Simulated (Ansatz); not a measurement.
# Lattice dynamics of LaYO2F2 (built on the sites of a database entry of LaOF), part 2 of 2

Aim: the vibrations of LaYO2F2 (built on the sites of a database entry of LaOF), their spectra, and whether the structure is stable.

Ansatz 0.2.0; DFT PBE+D3(BJ), scalar-relativistic, plane waves, PAW.

So far. Step 4 (Tight relaxation): The largest force component left is 0.45 meV/Å and the pressure is 0.000 GPa, within the tolerances set. The cell now holds 14.74 Å³/atom. Step 5 (Zone-centre response): Before it was imposed, the acoustic sum rule was missed by 1.1e-4 eV/Å² and the charge sum rule by 9.5e-5 e. Small misses are needed for a sound result but don't prove that mesh and cutoff are converged. The lowest optical mode is real, 112 cm⁻¹. The relaxed cell has a = 3.949, c = 5.669 Å (conventional setting).

The structure was built from a prototype and need not be the compound's stable phase.

**6. Response at finite wavevector**

Stability and thermal properties need the whole zone. Linear response on a 2×2×2 q mesh gives force constants as far as a supercell of that size would, and the tensors from the zone-centre run are typed in so that the long-range dipole term is interpolated apart.

input.yaml

```yaml
crystal:
  lattice:
    - [3.9491705737, 0.0, 0.0]
    - [0.0, 3.9491705737, 0.0]
    - [0.0, 0.0, 5.6693653701]
  atoms:
    - { symbol: "Y", position: [0.0, 0.5, 0.7105914178] }
    - { symbol: La, position: [0.5, 0.0, 0.2849359094] }
    - { symbol: O, position: [0.0, 0.0, 0.5133053335] }
    - { symbol: O, position: [0.5, 0.5, 0.5133053335] }
    - { symbol: F, position: [0.0, 0.0, -0.0110689972] }
    - { symbol: F, position: [0.5, 0.5, -0.0110689972] }
kpoints:
  mp_grid: { grid: [6, 6, 4] }
hamiltonian:
  xc: pbe
  dispersion: d3bj
scf:
  occupations: { method: fixed }
output:
  eigenvalues: true
phonons:
  method: dfpt
  qmesh: [2, 2, 2]
  temperatures: { t_max: 1000, t_step: 50 }
  qpath:
    path:
      - [[0.0, 0.0, 0.0], [0.0, 0.5, 0.0], [0.5, 0.5, 0.0], [0.0, 0.0, 0.0], [0.0, 0.0, 0.5], [0.0, 0.5, 0.5], [0.5, 0.5, 0.5], [0.0, 0.0, 0.5]]
      - [[0.0, 0.5, 0.0], [0.0, 0.5, 0.5]]
      - [[0.5, 0.5, 0.0], [0.5, 0.5, 0.5]]
    npoints: 10
  non_analytic_term:
    high_frequency_dielectric_tensor: [[3.6609, 0.0, 0.0], [0.0, 3.6609, 0.0], [0.0, 0.0, 3.2037]]
    born_effective_charges:
      - { species: "Y", tensor: [[3.9775, 0.0, 0.0], [0.0, 3.9775, 0.0], [0.0, 0.0, 3.3499]] }
      - { species: La, tensor: [[4.0833, 0.0, 0.0], [0.0, 4.0833, 0.0], [0.0, 0.0, 3.5638]] }
      - { species: O, tensor: [[-2.8279, 0.0, 0.0], [0.0, -2.6863, 0.0], [0.0, 0.0, -1.7237]] }
      - { species: O, tensor: [[-2.6863, 0.0, 0.0], [0.0, -2.8279, 0.0], [0.0, 0.0, -1.7237]] }
      - { species: F, tensor: [[-1.3125, 0.0, 0.0], [0.0, -1.2342, 0.0], [0.0, 0.0, -1.7331]] }
      - { species: F, tensor: [[-1.2342, 0.0, 0.0], [0.0, -1.3125, 0.0], [0.0, 0.0, -1.7331]] }
    source: "zone-centre run at this cell"
```

Launch:

```console
$ ansatz run input.yaml --threads 8 --pin off --max-ram 14336MiB --backend cpu --events-out ev --progress --plain --runs-dir out
```

Wall time 2.2 min (8 threads of Arm Neoverse V2, shared host); peak memory 0.86 GiB.

Numbers from this step:

```
sum-rule residual before enforcement                    : 1.02e-4 eV/Å²
lowest frequency on the path                            : -95.76 cm⁻¹
highest frequency on the path or at a solved wavevector : 573.4 cm⁻¹
lowest mode on the q mesh (acoustic modes at Γ apart)   : -95.76 cm⁻¹
```

Frequencies (cm⁻¹) solved at each irreducible wavevector; negative means imaginary. Frequencies by wavevector, by row:

| q in reciprocal lattice units | star | mode 1 | mode 2 | mode 3 | mode 4 | mode 16 | mode 17 | mode 18 |
| --- | --- | --- | --- | --- | --- | --- | --- | --- |
| 0 0 0 | 1 | 0 | 0 | 0 | 111.6 | 473.2 | 473.2 | 510.2 |
| 0 0 -0.5 | 1 | 39.8 | 39.8 | 107.6 | 107.6 | 473.6 | 473.6 | 561.9 |
| 0 -0.5 0 | 2 | 102.5 | 104.1 | 117.4 | 125.4 | 409.7 | 509 | 526 |
| 0 -0.5 -0.5 | 2 | 95.6 | 101.5 | 113 | 118.6 | 411.2 | 498.4 | 509.7 |
| -0.5 -0.5 0 | 1 | -95.8 | 121.3 | 121.3 | 132.6 | 373.4 | 562.7 | 573.4 |
| -0.5 -0.5 -0.5 | 1 | -87.3 | 136.2 | 156.5 | 164 | 356.1 | 560.1 | 569.5 |

Interpolated from a 2×2×2 q mesh, rough between the solved points, with the LO-TO term (at Γ the limit along the path; where Γ stands inside the path, tables give the limit on arrival). Phonon branches along the path, in cm⁻¹:

| point | branch 1 | branch 2 | branch 3 | branch 4 | branch 15 | branch 16 | branch 17 | branch 18 |
| --- | --- | --- | --- | --- | --- | --- | --- | --- |
| Γ | 0 | 0 | 0 | 112 | 471 | 473 | 510 | 552 |
| halfway | 42 | 74 | 115 | 122 | 454 | 454 | 501 | 544 |
| X | 102 | 104 | 117 | 125 | 410 | 410 | 509 | 526 |
| halfway | 69 | 99 | 112 | 136 | 399 | 399 | 544 | 558 |
| M | -96 | 121 | 121 | 133 | 373 | 373 | 563 | 573 |
| halfway | 61 | 78 | 90 | 142 | 395 | 440 | 524 | 562 |
| Γ | 0 | 0 | 0 | 112 | 471 | 473 | 510 | 552 |
| halfway | 27 | 27 | 88 | 110 | 398 | 473 | 473 | 562 |
| Z | 40 | 40 | 108 | 108 | 399 | 474 | 474 | 562 |
| halfway | 77 | 96 | 108 | 122 | 455 | 455 | 481 | 512 |
| R | 96 | 102 | 113 | 119 | 398 | 411 | 498 | 510 |
| halfway | 74 | 110 | 128 | 148 | 384 | 387 | 538 | 549 |
| A | -87 | 136 | 156 | 164 | 356 | 356 | 560 | 570 |
| halfway | 79 | 91 | 127 | 131 | 394 | 442 | 519 | 530 |
| Z | 40 | 40 | 108 | 108 | 399 | 474 | 474 | 562 |
| jump to X | 102 | 104 | 117 | 125 | 410 | 410 | 509 | 526 |
| halfway | 103 | 105 | 118 | 121 | 405 | 410 | 504 | 518 |
| R | 96 | 102 | 113 | 119 | 398 | 411 | 498 | 510 |
| jump to M | -96 | 121 | 121 | 133 | 373 | 373 | 563 | 573 |
| halfway | -92 | 134 | 141 | 141 | 366 | 366 | 561 | 572 |
| A | -87 | 136 | 156 | 164 | 356 | 356 | 560 | 570 |

Tetrahedra on a 16×16×12 mesh, mean over bins of 10 cm-1. Interpolated from a 2×2×2 q mesh, rough between the solved points. The phonon density of states by wavenumber; read off at these points:

| wavenumber (cm⁻¹) | phonon density of states (1/cm⁻¹/cell) |
| --- | --- |
| -95 | 2.8e-4 |
| -75 | 0.00209 |
| -45 | 0.00111 |
| -25 | 0.00103 |
| -5 | 9.7e-4 |
| 25 | 0.00327 |
| 45 | 0.00897 |
| 65 | 0.0171 |
| 85 | 0.0358 |
| 115 | 0.0595 |
| 135 | 0.0500 |
| 155 | 0.0389 |
| 165 | 0.0474 |
| 185 | 0.0390 |
| 205 | 0.0674 |
| 225 | 0.0470 |
| 235 | 0.0664 |
| 255 | 0.0477 |
| 275 | 0.0523 |
| 285 | 0.0636 |
| 295 | 0.0341 |
| 325 | 0.0142 |
| 345 | 0.0102 |
| 365 | 0.0252 |
| 395 | 0.0313 |
| 415 | 0.0217 |
| 435 | 0.0180 |
| 455 | 0.0179 |
| 485 | 0.00624 |
| 505 | 0.0244 |
| 525 | 0.0275 |
| 555 | 0.0278 |
| 575 | 0.00174 |

The partial phonon density of states has structure finer than the step of the table below, so its rows give means over 25 cm⁻¹, whole bins alone (the curve runs from -103 to 600 cm⁻¹). Peaks (cm⁻¹: height): F 118.2: 0.0137, 242.0: 0.0381, 281.8: 0.0429, 383.4: 0.00687; La 96.1: 0.0256, 135.9: 0.0269, 202.2: 0.0183; O 312.7: 0.0146, 387.9: 0.0340, 542.6: 0.0259; Y 122.6: 0.0236, 166.8: 0.0209, 202.2: 0.0202, 242.0: 0.0135.

Phonopy on the run's constants, 15x15x11 mesh, Gaussian sigma 5.0 cm-1. Interpolated from a 2×2×2 q mesh, rough between the solved points. The partial phonon density of states by wavenumber; means over each step; values in 1/cm⁻¹/cell:

| wavenumber (cm⁻¹) | F | La | O | Y |
| --- | --- | --- | --- | --- |
| -75 | 0.00201 | 0 | 4.3e-5 | 6.3e-6 |
| -50 | 0.00158 | 2.2e-6 | 3.0e-5 | 1.3e-5 |
| -25 | 0.00144 | 8.7e-6 | 2.1e-5 | 1.6e-5 |
| 0 | 1.0e-4 | 1.3e-4 | 3.0e-5 | 8.5e-5 |
| 25 | 7.4e-4 | 0.00120 | 2.6e-4 | 7.7e-4 |
| 50 | 0.00342 | 0.00433 | 8.3e-4 | 0.00267 |
| 75 | 0.00563 | 0.0118 | 0.00159 | 0.00681 |
| 100 | 0.00937 | 0.0228 | 0.00209 | 0.0129 |
| 125 | 0.0113 | 0.0237 | 0.00171 | 0.0194 |
| 150 | 0.0119 | 0.0158 | 0.00117 | 0.0145 |
| 175 | 0.0189 | 0.00714 | 0.00215 | 0.0166 |
| 200 | 0.0251 | 0.0151 | 0.00369 | 0.0164 |
| 225 | 0.0307 | 0.00904 | 0.00503 | 0.0112 |
| 250 | 0.0350 | 0.00393 | 0.00641 | 0.00938 |
| 275 | 0.0373 | 0.00145 | 0.0108 | 0.00358 |
| 300 | 0.0237 | 5.1e-4 | 0.0141 | 0.00166 |
| 325 | 0.00413 | 2.2e-4 | 0.0122 | 5.5e-4 |
| 350 | 0.00100 | 1.2e-4 | 0.0121 | 2.2e-4 |
| 375 | 0.00519 | 4.0e-4 | 0.0292 | 2.7e-4 |
| 400 | 0.00415 | 3.7e-4 | 0.0242 | 3.0e-4 |
| 425 | 0.00185 | 2.5e-4 | 0.0166 | 2.7e-4 |
| 450 | 0.00136 | 2.0e-4 | 0.0164 | 3.2e-4 |
| 475 | 5.7e-4 | 9.5e-5 | 0.0100 | 1.3e-4 |
| 500 | 0.00120 | 3.2e-4 | 0.0151 | 3.2e-4 |
| 525 | 9.5e-4 | 5.3e-4 | 0.0243 | 7.8e-4 |
| 550 | 8.0e-4 | 5.8e-4 | 0.0243 | 8.5e-4 |
| 575 | 1.6e-4 | 7.1e-5 | 0.00565 | 7.9e-5 |

Symmetry leaves 6 wavevectors to solve. The lowest mode among them, the acoustic zeros apart, lies at q = (-0.5, -0.5, 0) and is imaginary, 95.8i cm⁻¹, so the energy falls along it.

**7. Isotope substitution**

An isotope changes the mass and not the force constants, so no new electronic calculation is needed; the shifts show which modes move this element.

The same force constants with the mass of O changed from 15.999 to 17.999 u (phonopy, no LO-TO term). Both lists are sorted by frequency; levels can cross, so a row need not hold one and the same mode. Modes under 3 cm⁻¹ are left out. Isotope shifts, by row, the first 40 of 60 rows:

| q | rank | natural mass (cm⁻¹) | changed mass (cm⁻¹) |
| --- | --- | --- | --- |
| 0 0 0 | 4 | 111.6 | 111.5 |
| 0 0 0 | 5 | 111.6 | 111.5 |
| 0 0 0 | 6 | 143.4 | 143.3 |
| 0 0 0 | 7 | 143.4 | 143.3 |
| 0 0 0 | 8 | 152.7 | 149.8 |
| 0 0 0 | 9 | 234.3 | 233 |
| 0 0 0 | 10 | 252.8 | 252.8 |
| 0 0 0 | 11 | 281.7 | 281.1 |
| 0 0 0 | 12 | 281.7 | 281.1 |
| 0 0 0 | 13 | 308.9 | 294.1 |
| 0 0 0 | 14 | 308.9 | 294.1 |
| 0 0 0 | 15 | 381.5 | 366.5 |
| 0 0 0 | 16 | 473.2 | 446.2 |
| 0 0 0 | 17 | 473.2 | 446.2 |
| 0 0 0 | 18 | 510.2 | 486.9 |
| 0 0 -0.5 | 1 | 39.79 | 39.53 |
| 0 0 -0.5 | 2 | 39.79 | 39.53 |
| 0 0 -0.5 | 3 | 107.6 | 107.4 |
| 0 0 -0.5 | 4 | 107.6 | 107.4 |
| 0 0 -0.5 | 5 | 137.6 | 137.6 |
| 0 0 -0.5 | 6 | 137.6 | 137.6 |
| 0 0 -0.5 | 7 | 143.2 | 142.2 |
| 0 0 -0.5 | 8 | 203.5 | 203.4 |
| 0 0 -0.5 | 9 | 240.2 | 238.4 |
| 0 0 -0.5 | 10 | 270.3 | 266.6 |
| 0 0 -0.5 | 11 | 270.3 | 266.6 |
| 0 0 -0.5 | 12 | 318.6 | 307 |
| 0 0 -0.5 | 13 | 318.6 | 307 |
| 0 0 -0.5 | 14 | 349.2 | 331.7 |
| 0 0 -0.5 | 15 | 399.4 | 399.4 |
| 0 0 -0.5 | 16 | 473.6 | 446.6 |
| 0 0 -0.5 | 17 | 473.6 | 446.6 |
| 0 0 -0.5 | 18 | 561.9 | 533.9 |
| 0 -0.5 0 | 1 | 102.5 | 101.7 |
| 0 -0.5 0 | 2 | 104.1 | 104 |
| 0 -0.5 0 | 3 | 117.4 | 117.3 |
| 0 -0.5 0 | 4 | 125.4 | 124.7 |
| 0 -0.5 0 | 5 | 186.8 | 186.8 |
| 0 -0.5 0 | 6 | 190.3 | 189.2 |
| 0 -0.5 0 | 7 | 204.1 | 203.8 |

A mode of this element alone would shift by -5.72 %. The highest zone-centre frequency without the field goes from 510.2 to 486.9 cm⁻¹ (-4.6 %). The product of the frequency ratios over all optical modes at Γ is 0.716; the product rule, (m/m′)^(3k/2) (M′/M)^(3/2) with k = 2 such atoms and M the mass of the cell, gives 0.716.

**8. Results**

| Quantity | Value |
| --- | --- |
| space group after relaxation (within 0.01 Å) | P4mm |
| volume per atom | 14.7 Å³ |
| gap on the k-mesh | 4.46 eV |
| highest optical mode at the zone centre (no LO-TO term) | 510 cm⁻¹ |
| top of the zone-centre spectrum with the field | 562 cm⁻¹ |
| lowest optical zone-centre mode | 112 cm⁻¹ |
| mean high-frequency dielectric constant | 3.51 |
| mean static dielectric constant | 16.5 |
| largest Born charge (third of the trace) | 3.91 e |
| lowest mode on the q mesh (acoustic modes at Γ apart) | -95.8 cm⁻¹ |
| highest frequency on the path or at a solved wavevector | 573 cm⁻¹ |
| imaginary modes on the 2×2×2 q mesh | yes |

What this shows: Modes are clearly imaginary (beyond 10i cm⁻¹) at 2 of the 6 irreducible wavevectors, most at q = (-0.5, -0.5, 0) (95.8i cm⁻¹), so this structure is not a minimum of the energy. Without the field, the optical modes at Γ span 112 to 510 cm⁻¹. The highest mode in this list at Γ, 510.2 cm⁻¹, is mostly motion of O (80 % of the kinetic energy). With the macroscopic field of the longitudinal modes the top of the zone-centre spectrum lies at 562 cm⁻¹, against 510 cm⁻¹ without it. Lattice motion raises the mean dielectric constant from 3.508 to 16.53. The strongest infrared line is at 309 cm⁻¹. The q mesh stands for a supercell only 7.9 Å across, so branches between the solved wavevectors are rough. The program warns that the interpolation holds no quadrupole term, so branches close to Γ can be off in this crystal. Spin-orbit coupling is left out, which can matter for the heavy elements here. In the phonons the program treats the change of the C6 weights of the dispersion term with coordination only in part. The starting cell was built on a prototype and not taken from a measurement, so the phase need not exist. These are harmonic frequencies at zero temperature: anharmonic shifts, linewidths and thermal expansion are left out.

[Logs are printed without paths, hosts, clocks, repeated set-up lines and the standing remarks that a program may print on its own settings, such as how far it seeks lower states.]

[Hosts, paths, dates, database ids (printed as entryN), source tags and the programs' standing remarks are cut or masked in the printed files.]
